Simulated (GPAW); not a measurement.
# Si/Rh(110) in an electric field

Wanted: the out-of-plane polarisability of Si/Rh(110).

Calculated with GPAW 26.7.0; GPAW, PAW setups; slab in vacuum, relaxation, in the first sound run; inputs show where later runs differ.

This is a report of a sequence of runs, with most program output left out.

## 1. The structure

The cell holds 6 atoms: 5 Rh and 1 Si. Cell: a = 3.800 Å, b = 2.687 Å, c = 23.231 Å, α = 90.0°, β = 90.0°, γ = 90.0°. Vacuum lies along c.

## 2. Relaxing the atoms

The atoms are relaxed first, since the surface dipole, and with it the work function, follows the positions of the outer layers. The lowest 3 atoms are held at bulk positions and keep their forces.

The input, run.py:

```python
import json
import numpy as np
from ase import Atoms
from ase.constraints import FixAtoms
from ase.optimize import BFGS
from gpaw import GPAW, PW

slab = Atoms(
    ['Rh', 'Rh', 'Rh', 'Rh', 'Rh', 'Si'],
    positions=[
        [0.00000, 0.00000, 8.00000],
        [1.90000, 1.34350, 9.34350],
        [0.00000, 0.00000, 10.68701],
        [1.90000, 1.34350, 12.03051],
        [0.00000, 0.00000, 13.37401],
        [1.90000, 0.00000, 15.23062]],
    cell=[[3.8, 0.0, 0.0], [0.0, 2.68701, 0.0], [0.0, 0.0, 23.23062]],
    pbc=[True, True, False])

slab.calc = GPAW(mode=PW(400), xc='PBE', kpts={'size': (8, 12, 1), 'gamma': True},
                 occupations={'name': 'fermi-dirac', 'width': 0.1}, nbands='200%',
                 convergence={'density': 1e-05}, maxiter=200,
                 poissonsolver={'dipolelayer': 'xy'},
                 symmetry={'tolerance': 1e-3, 'extra_ids': [1, 1, 1, 0, 0, 0]}, txt='slab.txt')
result = {}
slab.set_constraint(FixAtoms([0, 1, 2]))
path = []
opt = BFGS(slab, maxstep=0.2)
opt.attach(lambda: path.append((slab.get_potential_energy(), slab.positions.tolist(), slab.get_forces().tolist())))
result['relaxed'] = bool(opt.run(fmax=0.03, steps=40))
result['path'] = path
energy = slab.get_potential_energy()
fermi = slab.calc.get_fermi_level()
v = slab.calc.get_electrostatic_potential().mean((0, 1)) - fermi
n = slab.calc.get_pseudo_density().mean((0, 1))
L = slab.cell[2, 2]
z = np.arange(len(v)) * L / len(v)
low, high = slab.positions[:, 2].min(), slab.positions[:, 2].max()
below, above = np.interp([low - 5.8, high + 5.8], z, v)
slopes = [np.interp(x, z, np.gradient(v, z)) for x in (low - 5.8, high + 5.8)]
eps = np.array([[slab.calc.get_eigenvalues(k, s) for k in range(len(slab.calc.get_ibz_k_points()))]
                for s in range(slab.calc.get_number_of_spins())]) - fermi
top, bottom = eps[eps < 0].max(), eps[eps > 0].min()
dipole = slab.get_dipole_moment()[2]
print(f'energy {energy:.4f} eV, Fermi level {fermi:.4f} eV, dipole {dipole:.5f} e A')
print(f'potential 5.8 A off the faces, from the Fermi level: lower {below:.4f} eV, upper {above:.4f} eV')
print(f'slope of the potential there: lower {slopes[0]:.5f}, upper {slopes[1]:.5f} eV/A')
print(f'nearest levels on the mesh: {top:.4f} and {bottom:.4f} eV')
print('magnetic moment', round(slab.get_magnetic_moment(), 3))
result.update(energy=energy, fermi=fermi, dipole=dipole, below=below, above=above, slopes=slopes, edges=[top, bottom],
              z=z.tolist(), v=v.tolist(), n=n.tolist(), positions=slab.positions.tolist(),
              forces=slab.get_forces(apply_constraint=False).tolist(), moments=slab.get_magnetic_moments().tolist())
json.dump(result, open('result.json', 'w'))
```

On the command line:

```console
$ OMP_NUM_THREADS=1 OPENBLAS_NUM_THREADS=1 python run.py
```

Elapsed: 83 min, on 1 thread of Arm Neoverse V1, shared host; peak memory 0.41 GiB.

Relaxation path:

| step | energy less that of the first step (eV) | largest force (eV/Å) |
| --- | --- | --- |
| 1 | 0.0000 | 1.8074 |
| 2 | -0.0817 | 1.7576 |
| 3 | -0.5123 | 0.9293 |
| 4 | -0.5447 | 0.8704 |
| 5 | -0.5645 | 0.4172 |
| 6 | -0.5694 | 0.3872 |
| 7 | -0.6273 | 0.4781 |
| 8 | -0.6304 | 0.3821 |
| 9 | -0.6345 | 0.2988 |
| 10 | -0.6426 | 0.1282 |
| 11 | -0.6444 | 0.0559 |
| 12 | -0.6449 | 0.0050 |

The atoms that moved most (Å):

| atom | dx | dy | dz | length |
| --- | --- | --- | --- | --- |
| Si6 | 0.000 | 0.000 | -0.509 | 0.509 |
| Rh4 | 0.000 | 0.000 | 0.051 | 0.051 |
| Rh5 | 0.000 | 0.000 | 0.051 | 0.051 |

The relaxed structure:

```
Rh Si
1.0
     3.80000    0.00000    0.00000
     0.00000    2.68701    0.00000
     0.00000    0.00000   23.23062
Rh Si
5 1
Direct
  0.00000 0.00000 0.34437
  0.50000 0.50000 0.40221
  0.00000 0.00000 0.46004
  0.50000 0.50000 0.52009
  0.00000 0.00000 0.57791
  0.50000 0.00000 0.63370
```

This step gave:

```
dipole along the normal                    : -0.002238 e·Å
levels nearest the Fermi level on the mesh : -0.003406, 0.003029 eV from the Fermi level
upper work function                        : 4.641 eV
lower work function                        : 4.605 eV
```

The electrostatic potential energy of an electron (without an applied field's), less the Fermi level, planar mean oscillates, so the rows of the table below give means over windows of 1.34 Å about each position, cut where the curve ends. Its maxima inside the range that stand out by 2 % of the span (Å: eV): 8.7: -7.84, 10.0: -8.21, 11.4: -7.29, 12.8: -8.25, 14.1: -7.87. Its minima: 8.1: -14.5, 9.4: -15.5, 10.6: -15.3, 12.0: -15.3, 13.4: -15.6, 14.7: -11.8.

Electrostatic potential energy of an electron (without an applied field's), less the Fermi level, planar mean against z; means over each step:

| z (Å) | electrostatic potential energy of an electron (without an applied field's), less the Fermi level, planar mean (eV) |
| --- | --- |
| 0.67 | 4.61 |
| 2.01 | 4.61 |
| 3.35 | 4.60 |
| 4.69 | 4.59 |
| 6.03 | 4.26 |
| 7.37 | -4.24 |
| 8.71 | -11.4 |
| 10.05 | -11.8 |
| 11.39 | -11.1 |
| 12.73 | -11.8 |
| 14.07 | -10.9 |
| 15.41 | -2.44 |
| 16.75 | 4.37 |
| 18.09 | 4.63 |
| 19.43 | 4.64 |
| 20.77 | 4.64 |
| 22.11 | 4.64 |

The pseudo valence density, planar mean oscillates, so the rows of the table below give means over windows of 1.29 Å about each position, cut where the curve ends. Its maxima inside the range that stand out by 2 % of the span (Å: e/Å³): 8.0: 1.62, 9.2: 1.61, 10.8: 1.64, 12.0: 1.67, 13.3: 1.62. Its minima: 8.6: 0.632, 10.1: 0.643, 11.4: 0.570, 12.7: 0.624.

Table of pseudo valence density, planar mean by z; means over each step:

| z (Å) | pseudo valence density, planar mean (e/Å³) |
| --- | --- |
| 3.23 | 1.0e-5 |
| 4.52 | 2.6e-4 |
| 5.80 | 0.00690 |
| 7.10 | 0.288 |
| 8.38 | 1.07 |
| 9.68 | 1.09 |
| 10.96 | 1.07 |
| 12.25 | 1.10 |
| 13.54 | 1.08 |
| 14.84 | 0.240 |
| 16.12 | 0.0494 |
| 17.41 | 0.00179 |
| 18.71 | 5.0e-5 |

The relaxation lowered the energy of the cell by 0.645 eV (energies extrapolated to zero smearing; the optimiser's log prints free energies). The largest force left on a free atom is 0.0050 eV/Å.

## 3. The slab's potential

With the geometry fixed, the planar mean of the potential gives the vacuum level on each side.

This step: GPAW, PAW setups; slab in vacuum (GPAW 26.7.0).

Edit run.py of step 2 so:

```diff
@@ -3,4 +3,2 @@
 from ase import Atoms
-from ase.constraints import FixAtoms
-from ase.optimize import BFGS
 from gpaw import GPAW, PW
@@ -13,5 +11,5 @@
         [0.00000, 0.00000, 10.68701],
-        [1.90000, 1.34350, 12.03051],
-        [0.00000, 0.00000, 13.37401],
-        [1.90000, 0.00000, 15.23062]],
+        [1.90000, 1.34350, 12.08198],
+        [0.00000, -0.00000, 13.42528],
+        [1.90000, -0.00000, 14.72121]],
     cell=[[3.8, 0.0, 0.0], [0.0, 2.68701, 0.0], [0.0, 0.0, 23.23062]],
@@ -23,10 +21,4 @@
                  poissonsolver={'dipolelayer': 'xy'},
-                 symmetry={'tolerance': 1e-3, 'extra_ids': [1, 1, 1, 0, 0, 0]}, txt='slab.txt')
+                 symmetry={'tolerance': 1e-3}, txt='slab.txt')
 result = {}
-slab.set_constraint(FixAtoms([0, 1, 2]))
-path = []
-opt = BFGS(slab, maxstep=0.2)
-opt.attach(lambda: path.append((slab.get_potential_energy(), slab.positions.tolist(), slab.get_forces().tolist())))
-result['relaxed'] = bool(opt.run(fmax=0.03, steps=40))
-result['path'] = path
 energy = slab.get_potential_energy()
```

The job ended after 7.7 min (1 thread; peak memory 0.41 GiB).

Numbers from this step:

* dipole along the normal: -0.002013 e·Å
* levels nearest the Fermi level on the mesh: -0.003396, 0.002966 eV from the Fermi level

The electrostatic potential energy of an electron (without an applied field's), less the Fermi level, planar mean oscillates, so the rows of the table below give means over windows of 1.34 Å about each position, cut where the curve ends. Its maxima inside the range that stand out by 2 % of the span (Å: eV): 8.7: -7.84, 10.0: -8.21, 11.4: -7.29, 12.8: -8.25, 14.1: -7.87. Its minima: 8.1: -14.5, 9.4: -15.5, 10.6: -15.3, 12.0: -15.3, 13.4: -15.6, 14.7: -11.8.

Table of electrostatic potential energy of an electron (without an applied field's), less the Fermi level, planar mean by z; means over each step:

(Unchanged from step 2.)

The pseudo valence density, planar mean oscillates, so the rows of the table below give means over windows of 1.29 Å about each position, cut where the curve ends. Its maxima inside the range that stand out by 2 % of the span (Å: e/Å³): 8.0: 1.62, 9.2: 1.61, 10.8: 1.64, 12.0: 1.67, 13.3: 1.62. Its minima: 8.6: 0.632, 10.1: 0.643, 11.4: 0.570, 12.7: 0.624.

Pseudo valence density, planar mean against z; means over each step:

(Unchanged from step 2.)

Force by atom:

| atom | x (eV/Å) | y (eV/Å) | z (eV/Å) | size |
| --- | --- | --- | --- | --- |
| Rh1 | 0.000 | 0.000 | 0.608 | 0.608 |
| Rh2 | 0.000 | 0.000 | -0.571 | 0.571 |
| Rh3 | 0.000 | 0.000 | -0.037 | 0.037 |
| Rh4 | 0.000 | 0.000 | 0.004 | 0.004 |
| Rh5 | 0.000 | 0.000 | -0.005 | 0.005 |
| Si6 | 0.000 | 0.000 | 0.002 | 0.002 |

The potential is flat to 1.1e-4 eV/Å where it is read, so the vacuum is wide enough.

## 4. Field on

A uniform field along the normal polarises the slab; the atoms stay fixed, so this is the electronic response alone.

Edit run.py of step 3 so:

```diff
@@ -4,2 +4,3 @@
 from gpaw import GPAW, PW
+from gpaw.external import ConstantElectricField
 
@@ -21,2 +22,3 @@
                  poissonsolver={'dipolelayer': 'xy'},
+                 external=ConstantElectricField(-0.2, [0, 0, 1]),
                  symmetry={'tolerance': 1e-3}, txt='slab.txt')
```

Run time: 11 min. Hardware: 1 thread; peak memory 0.55 GiB.

Numbers from this step:

| Property | Result |
| --- | --- |
| dipole along the normal | -0.1107 e·Å |
| levels nearest the Fermi level on the mesh | -0.003801, 0.002890 eV from the Fermi level |
| potential below the slab, the applied field's own ramp left out | 3.577 eV from the Fermi level |
| potential above the slab, the applied field's own ramp left out | 5.538 eV from the Fermi level |

The electrostatic potential energy of an electron (without an applied field's), less the Fermi level, planar mean oscillates, so the rows of the table below give means over windows of 1.4 Å about each position, cut where the curve ends. Its maxima inside the range that stand out by 2 % of the span (Å: eV): 8.7: -8.42, 10.0: -8.53, 11.4: -7.34, 12.8: -8.01, 14.2: -7.37, 22.8: 5.54. Its minima: 8.1: -15.2, 9.4: -15.9, 10.6: -15.5, 12.0: -15.2, 13.4: -15.2, 14.7: -11.1.

Electrostatic potential energy of an electron (without an applied field's), less the Fermi level, planar mean against z; means over each step:

| z (Å) | electrostatic potential energy of an electron (without an applied field's), less the Fermi level, planar mean (eV) |
| --- | --- |
| 0.70 | 3.71 |
| 2.10 | 3.58 |
| 3.50 | 3.58 |
| 4.90 | 3.56 |
| 6.30 | 2.90 |
| 7.70 | -8.69 |
| 9.10 | -12.0 |
| 10.50 | -11.8 |
| 11.90 | -11.2 |
| 13.30 | -11.4 |
| 14.70 | -7.67 |
| 16.10 | 3.88 |
| 17.50 | 5.50 |
| 18.90 | 5.54 |
| 20.30 | 5.54 |
| 21.70 | 5.54 |
| 23.10 | 5.41 |

Force by atom:

| atom | x (eV/Å) | y (eV/Å) | z (eV/Å) | size |
| --- | --- | --- | --- | --- |
| Rh1 | 0.000 | 0.000 | 0.615 | 0.615 |
| Rh2 | 0.000 | 0.000 | -0.570 | 0.570 |
| Rh3 | 0.000 | 0.000 | -0.047 | 0.047 |
| Rh4 | 0.000 | 0.000 | 0.009 | 0.009 |
| Rh5 | 0.000 | 0.000 | -0.004 | 0.004 |
| Si6 | 0.000 | 0.000 | 0.003 | 0.003 |

The dipole is now -0.111 e Å, against -0.0020 in the run without a field.

## 5. Field on

Edit run.py of step 4 so:

```diff
@@ -22,3 +22,3 @@
                  poissonsolver={'dipolelayer': 'xy'},
-                 external=ConstantElectricField(-0.2, [0, 0, 1]),
+                 external=ConstantElectricField(-0.1, [0, 0, 1]),
                  symmetry={'tolerance': 1e-3}, txt='slab.txt')
```

Elapsed: 11 min, on 1 thread; peak memory 0.55 GiB.

Numbers from this step:

```yaml
dipole_along_the_normal: -0.05627 e·Å
levels_nearest_the_fermi_level_on_the_mesh: -0.003563, 0.002673 eV from the Fermi level
potential_below_the_slab_the_applied_field_s_own_ramp_left_out: 4.091 eV from the Fermi level
potential_above_the_slab_the_applied_field_s_own_ramp_left_out: 5.088 eV from the Fermi level
```

The electrostatic potential energy of an electron (without an applied field's), less the Fermi level, planar mean oscillates, so the rows of the table below give means over windows of 1.34 Å about each position, cut where the curve ends. Its maxima inside the range that stand out by 2 % of the span (Å: eV): 8.7: -8.13, 10.0: -8.37, 11.4: -7.31, 12.8: -8.13, 14.1: -7.62. Its minima: 8.1: -14.8, 9.4: -15.7, 10.6: -15.4, 12.0: -15.2, 13.4: -15.4, 14.7: -11.4.

The electrostatic potential energy of an electron (without an applied field's), less the Fermi level, planar mean by z; means over each step:

| z (Å) | electrostatic potential energy of an electron (without an applied field's), less the Fermi level, planar mean (eV) |
| --- | --- |
| 0.67 | 4.16 |
| 2.01 | 4.09 |
| 3.35 | 4.09 |
| 4.69 | 4.08 |
| 6.03 | 3.76 |
| 7.37 | -4.66 |
| 8.71 | -11.7 |
| 10.05 | -11.9 |
| 11.39 | -11.1 |
| 12.73 | -11.6 |
| 14.07 | -10.7 |
| 15.41 | -2.07 |
| 16.75 | 4.81 |
| 18.09 | 5.08 |
| 19.43 | 5.09 |
| 20.77 | 5.09 |
| 22.11 | 5.09 |

Force by atom:

| atom | x (eV/Å) | y (eV/Å) | z (eV/Å) | size |
| --- | --- | --- | --- | --- |
| Rh1 | 0.000 | 0.000 | 0.607 | 0.607 |
| Rh2 | 0.000 | 0.000 | -0.573 | 0.573 |
| Rh3 | 0.000 | 0.000 | -0.045 | 0.045 |
| Rh4 | 0.000 | 0.000 | 0.004 | 0.004 |
| Rh5 | 0.000 | 0.000 | -0.007 | 0.007 |
| Si6 | 0.000 | 0.000 | 0.001 | 0.001 |

The dipole is now -0.0563 e Å, against -0.0020 in the run without a field.

## 6. In a field

Edit run.py of step 5 so:

```diff
@@ -22,3 +22,3 @@
                  poissonsolver={'dipolelayer': 'xy'},
-                 external=ConstantElectricField(-0.1, [0, 0, 1]),
+                 external=ConstantElectricField(-0.05, [0, 0, 1]),
                  symmetry={'tolerance': 1e-3}, txt='slab.txt')
```

The job ended after 11 min (1 thread; peak memory 0.56 GiB).

The electrostatic potential energy of an electron (without an applied field's), less the Fermi level, planar mean oscillates, so the rows of the table below give means over windows of 1.34 Å about each position, cut where the curve ends. Its maxima inside the range that stand out by 2 % of the span (Å: eV): 8.7: -7.99, 10.0: -8.29, 11.4: -7.30, 12.8: -8.19, 14.1: -7.75. Its minima: 8.1: -14.6, 9.4: -15.6, 10.6: -15.4, 12.0: -15.3, 13.4: -15.5, 14.7: -11.6.

The electrostatic potential energy of an electron (without an applied field's), less the Fermi level, planar mean by z; means over each step:

| z (Å) | electrostatic potential energy of an electron (without an applied field's), less the Fermi level, planar mean (eV) |
| --- | --- |
| 0.67 | 4.38 |
| 2.01 | 4.35 |
| 3.35 | 4.35 |
| 4.69 | 4.34 |
| 6.03 | 4.01 |
| 7.37 | -4.45 |
| 8.71 | -11.5 |
| 10.05 | -11.8 |
| 11.39 | -11.1 |
| 12.73 | -11.7 |
| 14.07 | -10.8 |
| 15.41 | -2.26 |
| 16.75 | 4.59 |
| 18.09 | 4.86 |
| 19.43 | 4.86 |
| 20.77 | 4.86 |
| 22.11 | 4.86 |

## 7. Field on

Edit run.py of step 6 so:

```diff
@@ -22,3 +22,3 @@
                  poissonsolver={'dipolelayer': 'xy'},
-                 external=ConstantElectricField(-0.05, [0, 0, 1]),
+                 external=ConstantElectricField(0.05, [0, 0, 1]),
                  symmetry={'tolerance': 1e-3}, txt='slab.txt')
```

Run time: 11 min. Hardware: 1 thread; peak memory 0.55 GiB.

The electrostatic potential energy of an electron (without an applied field's), less the Fermi level, planar mean oscillates, so the rows of the table below give means over windows of 1.34 Å about each position, cut where the curve ends. Its maxima inside the range that stand out by 2 % of the span (Å: eV): 8.7: -7.70, 10.0: -8.13, 11.4: -7.28, 12.8: -8.31, 14.1: -7.99. Its minima: 8.1: -14.3, 9.4: -15.4, 10.6: -15.3, 12.0: -15.3, 13.4: -15.7, 14.7: -11.9.

The electrostatic potential energy of an electron (without an applied field's), less the Fermi level, planar mean by z; means over each step:

z (Å), electrostatic potential energy of an electron (without an applied field's), less the Fermi level, planar mean (eV) and a bar from the least value:
```
     0.67        4.8 ##############################
     2.01        4.9 ##############################
     3.35        4.9 ##############################
     4.69        4.9 ##############################
     6.03        4.5 #############################
     7.37       -4.0 ##############
     8.71      -11.2 #
    10.05      -11.7 
    11.39      -11.0 #
    12.73      -11.8 
    14.07      -11.0 #
    15.41       -2.6 #################
    16.75        4.2 #############################
    18.09        4.4 #############################
    19.43        4.4 #############################
    20.77        4.4 #############################
    22.11        4.4 #############################
```

## 8. In a field

Edit run.py of step 7 so:

```diff
@@ -22,3 +22,3 @@
                  poissonsolver={'dipolelayer': 'xy'},
-                 external=ConstantElectricField(0.05, [0, 0, 1]),
+                 external=ConstantElectricField(0.1, [0, 0, 1]),
                  symmetry={'tolerance': 1e-3}, txt='slab.txt')
```

Run time: 13 min. Hardware: 1 thread; peak memory 0.55 GiB.

The dipole is now 0.0523 e Å, against -0.0020 in the run without a field.

## 9. In a field

Edit run.py of step 8 so:

```diff
@@ -22,3 +22,3 @@
                  poissonsolver={'dipolelayer': 'xy'},
-                 external=ConstantElectricField(0.1, [0, 0, 1]),
+                 external=ConstantElectricField(0.2, [0, 0, 1]),
                  symmetry={'tolerance': 1e-3}, txt='slab.txt')
```

Wall time 14 min (1 thread); peak memory 0.56 GiB.

The dipole is now 0.107 e Å, against -0.0020 in the run without a field.

(Continued in part 2 of 2.)

[Logs are printed without paths, hosts, clocks, repeated set-up lines and the standing remarks that a program may print on its own settings, such as how far it seeks lower states.]

[Hosts, paths, dates, database ids (printed as entryN), source tags and the programs' standing remarks are cut or masked in the printed files.]
